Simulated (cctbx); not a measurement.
# HAuS2 with cctbx, script by script

Library: cctbx 2025.11. The data are simulated by the first script.

## 1. Simulate the data

run.py:

```python
from cctbx import adptbx, crystal, miller, sgtbx, xray
from cctbx.array_family import flex
from iotbx.shelx import hklf
from scitbx import matrix
import scitbx.random

cs = crystal.symmetry(unit_cell=(3.757, 8.735, 5.437, 90, 90, 90), space_group_symbol='Hall: P 2ac -2')  # Pmn2_1
atoms = [  # label, site, U (iso, or U11 U22 U33 U12 U13 U23 in A^2), occupancy
    ("Au1", (0, 0.7597, 0.2935), 0.0146, 1),
    ("S1", (0, 0.1649, 0.0435), 0.0267, 1),
    ("S2", (0, 0.3244, 0.5257), 0.0287, 1),
    ("H1", (0.5, 0.7418, 0.8225), 0.0879, 1),
]
xs = xray.structure(crystal_symmetry=cs)
for label, site, u, occ in atoms:
    u = adptbx.u_cif_as_u_star(cs.unit_cell(), u) if isinstance(u, tuple) else u
    xs.add_scatterer(xray.scatterer(label, site=site, u=u, occupancy=occ))
xs.set_inelastic_form_factors(0.71073, "sasaki")
xs.show_summary()
p1 = xs.expand_to_p1()
ms = miller.build_set(p1, anomalous_flag=True, d_min=0.77)
flex.set_random_seed(109915)
scitbx.random.set_random_seed(109915)
ms = ms.select(flex.random_double(ms.size()) < 0.9)
i = ms.structure_factors_from_scatterers(p1, algorithm="direct").f_calc().as_intensity_array().data()
i = i / flex.sqrt(1 + 0.3 * i / flex.max(i))  # extinction
i = i * 5000 / flex.max(i)
sig = flex.sqrt(i + flex.pow2(0.03 * i) + 15 ** 2)
noise = scitbx.random.variate(scitbx.random.normal_distribution())(i.size())
data = ms.array(data=i + sig * noise, sigmas=sig).set_observation_type_xray_intensity()
with open("data.hkl", "w") as f:
    data.export_as_shelx_hklf(f)
print("reflections written:", data.size(), " <I/sigma> = %.1f" % flex.mean(data.data() / data.sigmas()))
for h, a, b in list(data.sort("data"))[:12]:
    print("%4d%4d%4d %9.1f %7.1f" % (h + (a, b)))
```

```console
$ python run.py
```

```text
Number of scatterers: 4
At special positions: 4
Unit cell: (3.757, 8.735, 5.437, 90, 90, 90)
Space group: P m n 21 (No. 31)
reflections written: 1475  <I/sigma> = 12.0
   0  -2   0    4994.4   166.5
   0   2   0    4949.0   166.5
  -1   1  -2    4060.3   132.9
  -1  -1   2    3874.1   131.8
   1   1  -2    3872.4   132.9
  -1   1   2    3859.3   131.8
   1  -1  -2    3848.3   132.9
   1   1   2    3827.1   131.8
   1  -1   2    3742.8   131.8
  -2   0   0    3678.5   126.6
   0  -1   1    3441.1   118.8
   1   0   1    3419.9   115.9
```

It took 0.36 s on 1 thread of Arm Neoverse N1 (shared host), peak memory 0.07 GiB.

## 2. Refinement (refined in the given hand)

run.py:

```python
import math
from cctbx import adptbx, crystal, maptbx, sgtbx, xray
from cctbx.array_family import flex
from cctbx.xray import observations
from iotbx.shelx import hklf
from scitbx.lstbx import normal_eqns_solving
from smtbx import absolute_structure, utils
from smtbx.refinement import constraints, least_squares

cs = crystal.symmetry(unit_cell=(3.757, 8.735, 5.437, 90, 90, 90), space_group_symbol='Hall: P 2ac -2')  # Pmn2_1
atoms = [  # label, site, U (iso, or U11 U22 U33 U12 U13 U23 in A^2), occupancy
    ("Au1", (0, 0.7603, 0.2972), 0.0200, 1),
    ("S1", (0, 0.1645, 0.0434), 0.0200, 1),
    ("S2", (0, 0.3251, 0.5273), 0.0200, 1),
    ("H1", (0.5, 0.7447, 0.8241), 0.0200, 1),
]
xs = xray.structure(crystal_symmetry=cs)
for label, site, u, occ in atoms:
    u = adptbx.u_cif_as_u_star(cs.unit_cell(), u) if isinstance(u, tuple) else u
    xs.add_scatterer(xray.scatterer(label, site=site, u=u, occupancy=occ))
xs.set_inelastic_form_factors(0.71073, "sasaki")
xs.convert_to_anisotropic(selection=flex.bool([sc.scattering_type != 'H' for sc in xs.scatterers()]))
raw = hklf.reader(file_name="data.hkl").as_miller_arrays(crystal_symmetry=cs, anomalous=True)[0]
merged = raw.eliminate_sys_absent().merge_equivalents()
fo2 = merged.array().set_observation_type_xray_intensity()
print("Rint %.3f, %d unique reflections to %.2f A" % (merged.r_int(), fo2.size(), fo2.d_min()))
for sc in xs.scatterers():
    sc.flags.set_grad_site(True)
    sc.flags.set_grad_u_aniso(sc.flags.use_u_aniso())
    sc.flags.set_grad_u_iso(sc.flags.use_u_iso())
obs = fo2.as_xray_observations()
extra = {}
rep = constraints.reparametrisation(xs, [], utils.connectivity_table(xs), **extra)
ls = least_squares.crystallographic_ls(obs, rep, weighting_scheme=least_squares.mainstream_shelx_weighting(a=0, b=0))
print("cycle     R1     wR2    GooF  max shift (A)")
for cycle in range(8):
    ls.build_up()
    r1, wr2, goof = ls.r1_factor(cutoff_factor=2)[0], ls.wR2(), ls.goof()
    old = xs.sites_cart()
    normal_eqns_solving.levenberg_marquardt_iterations(ls, n_max_iterations=3, tau=1e-06, step_threshold=1e-7)
    big = flex.max((xs.sites_cart() - old).norms())
    print("%4d %7.4f %7.4f %7.3f %9.5f" % (cycle + 1, r1, wr2, goof, big))
    ls.build_up(objective_only=True)
    if abs(ls.wR2() - wr2) < 5e-5 and big < 5e-4:
        break
ls.build_up()
print("final R1 %.4f wR2 %.4f GooF %.3f  parameters %d  data/parameter %.1f" % (ls.r1_factor(cutoff_factor=2)[0], ls.wR2(), ls.goof(), ls.n_parameters, fo2.size() / ls.n_parameters))
cov = ls.covariance_matrix_and_annotations()
su = dict(zip(cov.annotations, (math.sqrt(max(v, 0)) for v in cov.matrix.matrix_packed_u_diagonal())))
a2 = cs.unit_cell().reciprocal_parameters()[0] ** -2
print("atom        x        y        z      Ueq    occ   su(xyz)  su(Uiso or U11)")
for sc in xs.scatterers():
    s = max(su.get(sc.label + k, 0) for k in (".x", ".y", ".z"))
    npd = "" if sc.is_positive_definite_u(cs.unit_cell()) else "  NPD"
    print("%-5s %8.5f %8.5f %8.5f %8.4f %6.3f %8.5f %7.4f%s" % ((sc.label,) + sc.site + (sc.u_iso_or_equiv(cs.unit_cell()), sc.occupancy, s, su.get(sc.label + ".uiso", su.get(sc.label + ".u11", 0) * a2), npd)))
fc = fo2.structure_factors_from_scatterers(xs, algorithm="direct").f_calc()
absolute_structure.flack_analysis(xs, fo2.as_xray_observations()).show()
h = absolute_structure.hooft_analysis(fo2, fc, scale_factor=ls.scale_factor())
print("Hooft y: %.3f(%.0f)  Bijvoet pairs: %d" % (h.hooft_y, 1000 * h.sigma_y, h.n_bijvoet_pairs))
fo = fo2.f_sq_as_f()
fc = fo.structure_factors_from_scatterers(xs, algorithm="direct").f_calc()
diff = fo.f_obs_minus_f_calc(1 / math.sqrt(ls.scale_factor()), fc).average_bijvoet_mates()
m = diff.fft_map(symmetry_flags=maptbx.use_space_group_symmetry, resolution_factor=0.25).apply_volume_scaling()
print("difference map: max %.2f min %.2f rms %.2f" % (m.statistics().max(), m.statistics().min(), m.statistics().sigma()))
peaks = m.peak_search(parameters=maptbx.peak_search_parameters(min_distance_sym_equiv=0.6, max_clusters=6)).all()
near = xs.closest_distances(peaks.sites(), distance_cutoff=4)
sps = cs.special_position_settings(min_distance_sym_equiv=0.5)
for k, (x, h) in enumerate(zip(peaks.sites(), peaks.heights())):
    ss = sps.site_symmetry(x)
    print("Q%-3d %7.4f %7.4f %7.4f %4d %7.2f  %.2f A from %s" % ((k + 1,) + tuple(t % 1 for t in ss.exact_site()) + (ss.multiplicity(), h, near.smallest_distances[k], xs.scatterers()[near.i_seqs[k]].label)))
```

```console
$ python run.py
```

```text
Rint 0.039, 468 unique reflections to 0.77 A
cycle     R1     wR2    GooF  max shift (A)
   1  0.0669  0.1433   3.570   0.01410
   2  0.0221  0.0406   1.011   0.00317
   3  0.0221  0.0405   1.010   0.00165
   4  0.0221  0.0405   1.010   0.00165
   5  0.0221  0.0405   1.009   0.00165
   6  0.0221  0.0405   1.009   0.00164
   7  0.0221  0.0405   1.009   0.00164
   8  0.0221  0.0405   1.009   0.00163
final R1 0.0221 wR2 0.0405 GooF 1.009  parameters 21  data/parameter 22.3
atom        x        y        z      Ueq    occ   su(xyz)  su(Uiso or U11)
Au1    0.00000  0.75980  0.29705   0.0134  1.000  0.00013  0.0002
S1     0.00000  0.16477  0.04637   0.0248  1.000  0.00151  0.0021
S2     0.00000  0.32338  0.52805   0.0291  1.000  0.00169  0.0024
H1     0.50000  0.74319  0.82437   0.0202  1.000  0.04786  0.0365
Flack x: 0.03(4)
Hooft y: 0.024(35)  Bijvoet pairs: 209
difference map: max 0.90 min -1.00 rms 0.26
Q1    0.0000  0.9921  0.9928    2    0.92  1.54 A from S1
Q2    0.0000  0.9365  0.4792    2    0.79  1.83 A from Au1
Q3    0.2436  0.1012  0.3021    4    0.78  1.64 A from H1
Q4    0.0000  0.3127  0.2402    2    0.77  0.67 A from H1
Q5    0.0000  0.0371  0.5379    2    0.74  2.24 A from H1
Q6    0.1368  0.8872  0.1379    4    0.73  1.50 A from Au1
```

Time: 0.8 s.

## 3. Refinement

run.py, as its changes from the last script of this kind:

```diff
@@ -12,4 +12,4 @@
-    ("Au1", (0, 0.7603, 0.2972), 0.0200, 1),
-    ("S1", (0, 0.1645, 0.0434), 0.0200, 1),
-    ("S2", (0, 0.3251, 0.5273), 0.0200, 1),
-    ("H1", (0.5, 0.7447, 0.8241), 0.0200, 1),
+    ("Au1", (0, 0.2402, 0.70295), 0.0134, 1),
+    ("S1", (0, 0.83523, 0.95363), 0.0248, 1),
+    ("S2", (0, 0.67662, 0.47195), 0.0291, 1),
+    ("H1", (0.5, 0.25681, 0.17563), 0.0202, 1),
```

```console
$ python run.py
```

```text
Rint 0.039, 468 unique reflections to 0.77 A
cycle     R1     wR2    GooF  max shift (A)
   1  0.0334  0.0686   1.708   0.01494
   2  0.0328  0.0674   1.678   0.01046
   3  0.0326  0.0671   1.671   0.00757
   4  0.0325  0.0669   1.666   0.00542
   5  0.0324  0.0668   1.664   0.00381
   6  0.0324  0.0668   1.663   0.00265
   7  0.0324  0.0667   1.662   0.00182
   8  0.0324  0.0667   1.662   0.00161
final R1 0.0324 wR2 0.0667 GooF 1.662  parameters 21  data/parameter 22.3
atom        x        y        z      Ueq    occ   su(xyz)  su(Uiso or U11)
Au1    0.00000  0.24029  0.70363   0.0135  1.000  0.00019  0.0003
S1     0.00000  0.83490  0.94575   0.0285  1.000  0.00244  0.0038
S2     0.00000  0.67642  0.46316   0.0297  1.000  0.00242  0.0039
H1     0.50000  0.25828  0.17545   0.0202  1.000  0.07934  0.0615
Flack x: 0.99(4)
Hooft y: 1.004(38)  Bijvoet pairs: 209
difference map: max 0.99 min -1.14 rms 0.28
Q1    0.0000  0.9795  0.4354    2    0.99  2.45 A from H1
Q2    0.0000  0.6612  0.2189    2    0.86  1.33 A from S2
Q3    0.2634  0.4762  0.0319    4    0.81  1.65 A from S2
Q4    0.0000  0.0603  0.5046    2    0.81  1.91 A from Au1
Q5    0.2594  0.1035  0.1934    4    0.78  1.63 A from H1
Q6    0.0000  0.0638  0.8696    2    0.73  1.79 A from Au1
```

Time: 0.78 s.

This run holds a fault made on purpose: the structure inverted.

## 4. Simulate the data

run.py, as its changes from the last script of this kind:

```diff
@@ -18 +18 @@
-xs.set_inelastic_form_factors(0.71073, "sasaki")
+xs.set_inelastic_form_factors(1.54184, "sasaki")
@@ -21,3 +21,3 @@
-ms = miller.build_set(p1, anomalous_flag=True, d_min=0.77)
-flex.set_random_seed(109915)
-scitbx.random.set_random_seed(109915)
+ms = miller.build_set(p1, anomalous_flag=True, d_min=0.83)
+flex.set_random_seed(714599)
+scitbx.random.set_random_seed(714599)
@@ -26,3 +26,3 @@
-i = i / flex.sqrt(1 + 0.3 * i / flex.max(i))  # extinction
-i = i * 5000 / flex.max(i)
-sig = flex.sqrt(i + flex.pow2(0.03 * i) + 15 ** 2)
+i = i / flex.sqrt(1 + 0.1 * i / flex.max(i))  # extinction
+i = i * 40000 / flex.max(i)
+sig = flex.sqrt(i + flex.pow2(0.03 * i) + 2 ** 2)
```

```console
$ python run.py
```

```text
Number of scatterers: 4
At special positions: 4
Unit cell: (3.757, 8.735, 5.437, 90, 90, 90)
Space group: P m n 21 (No. 31)
reflections written: 1201  <I/sigma> = 23.9
   0   2   0   39974.8  1216.6
   0  -2   0   38912.0  1216.6
   1  -1   2   31988.3   922.0
  -1   1   2   30478.6   922.0
   2   0   0   30276.1   877.8
  -1  -1  -2   30203.2   927.6
   1   1   2   30030.7   922.0
   1   1  -2   29858.2   927.6
  -2   0   0   28755.1   877.8
  -1   1  -2   28538.0   927.6
   0   1  -1   27098.3   799.9
   0  -1  -1   26530.6   799.9
```

Time: 0.36 s.

## 5. Refinement (refined in the given hand)

run.py, as its changes from the last script of this kind:

```diff
@@ -12,4 +12,4 @@
-    ("Au1", (0, 0.2402, 0.70295), 0.0134, 1),
-    ("S1", (0, 0.83523, 0.95363), 0.0248, 1),
-    ("S2", (0, 0.67662, 0.47195), 0.0291, 1),
-    ("H1", (0.5, 0.25681, 0.17563), 0.0202, 1),
+    ("Au1", (0, 0.7601, 0.2966), 0.0200, 1),
+    ("S1", (0, 0.1657, 0.0445), 0.0200, 1),
+    ("S2", (0, 0.3256, 0.5224), 0.0200, 1),
+    ("H1", (0.5, 0.7404, 0.8233), 0.0200, 1),
@@ -21 +21 @@
-xs.set_inelastic_form_factors(0.71073, "sasaki")
+xs.set_inelastic_form_factors(1.54184, "sasaki")
```

```console
$ python run.py
```

```text
Rint 0.022, 381 unique reflections to 0.83 A
cycle     R1     wR2    GooF  max shift (A)
   1  0.0531  0.1446   6.183   0.01960
   2  0.0091  0.0231   0.988   0.00440
   3  0.0091  0.0229   0.981   0.00232
   4  0.0090  0.0229   0.979   0.00226
   5  0.0090  0.0229   0.978   0.00221
   6  0.0090  0.0228   0.977   0.00217
   7  0.0090  0.0228   0.977   0.00212
   8  0.0090  0.0228   0.976   0.00207
final R1 0.0090 wR2 0.0228 GooF 0.976  parameters 21  data/parameter 18.1
atom        x        y        z      Ueq    occ   su(xyz)  su(Uiso or U11)
Au1    0.00000  0.75975  0.29638   0.0142  1.000  0.00007  0.0001
S1     0.00000  0.16481  0.04498   0.0261  1.000  0.00088  0.0005
S2     0.00000  0.32443  0.52740   0.0280  1.000  0.00090  0.0005
H1     0.50000  0.74245  0.82345   0.0206  1.000  0.03078  0.0224
Flack x: 0.04(2)
Hooft y: 0.020(21)  Bijvoet pairs: 169
difference map: max 0.34 min -0.38 rms 0.09
Q1    0.0000  0.7774  0.8050    2    0.34  1.91 A from H1
Q2    0.0000  0.9727  0.3580    2    0.30  1.89 A from Au1
Q3    0.0000  0.5365  0.3947    2    0.28  1.99 A from S2
Q4    0.0000  0.5121  0.2459    2    0.28  2.18 A from Au1
Q5    0.0000  0.8979  0.4294    2    0.28  1.41 A from Au1
Q6    0.0000  0.4876  0.0519    2    0.23  2.49 A from H1
```

Time: 0.79 s.

## 6. Simulate the data

run.py, as its changes from the last script of this kind:

```diff
@@ -18 +18 @@
-xs.set_inelastic_form_factors(1.54184, "sasaki")
+xs.set_inelastic_form_factors(0.71073, "sasaki")
@@ -21,3 +21,3 @@
-ms = miller.build_set(p1, anomalous_flag=True, d_min=0.83)
-flex.set_random_seed(714599)
-scitbx.random.set_random_seed(714599)
+ms = miller.build_set(p1, anomalous_flag=True, d_min=0.8)
+flex.set_random_seed(858102)
+scitbx.random.set_random_seed(858102)
@@ -26,3 +26,6 @@
-i = i / flex.sqrt(1 + 0.1 * i / flex.max(i))  # extinction
-i = i * 40000 / flex.max(i)
-sig = flex.sqrt(i + flex.pow2(0.03 * i) + 2 ** 2)
+law = matrix.sqr((-1, 0, 0, 0, -1, 0, 0, 0, -1))
+mate = flex.miller_index([tuple(matrix.row(h) * law) for h in ms.indices()])
+i2 = ms.customized_copy(indices=mate).structure_factors_from_scatterers(p1, algorithm="direct").f_calc().as_intensity_array().data()
+i = (1 - 0.3) * i + 0.3 * i2
+i = i * 70000 / flex.max(i)
+sig = flex.sqrt(i + flex.pow2(0.06 * i) + 15 ** 2)
```

```console
$ python run.py
```

```text
Number of scatterers: 4
At special positions: 4
Unit cell: (3.757, 8.735, 5.437, 90, 90, 90)
Space group: P m n 21 (No. 31)
reflections written: 1324  <I/sigma> = 14.2
   0   2   0   69400.4  4208.4
   0  -2   0   69201.2  4208.4
  -1  -1  -2   57616.2  3164.1
  -1  -1   2   56941.0  3150.6
   1   1  -2   55882.9  3164.1
   1   1   2   54384.5  3150.6
   2   0   0   52957.4  2986.6
  -2   0   0   52495.0  2986.6
  -1   1   2   51868.7  3150.6
  -1   1  -2   51814.7  3164.1
  -1   0  -1   51135.1  2673.7
   1  -1   2   51097.7  3150.6
```

It took 0.36 s on 1 thread of Arm Neoverse N1, on a shared host, peak memory 0.07 GiB.

[Logs are printed without paths, hosts, clocks, repeated set-up lines and the standing remarks that a program may print on its own settings, such as how far it seeks lower states.]
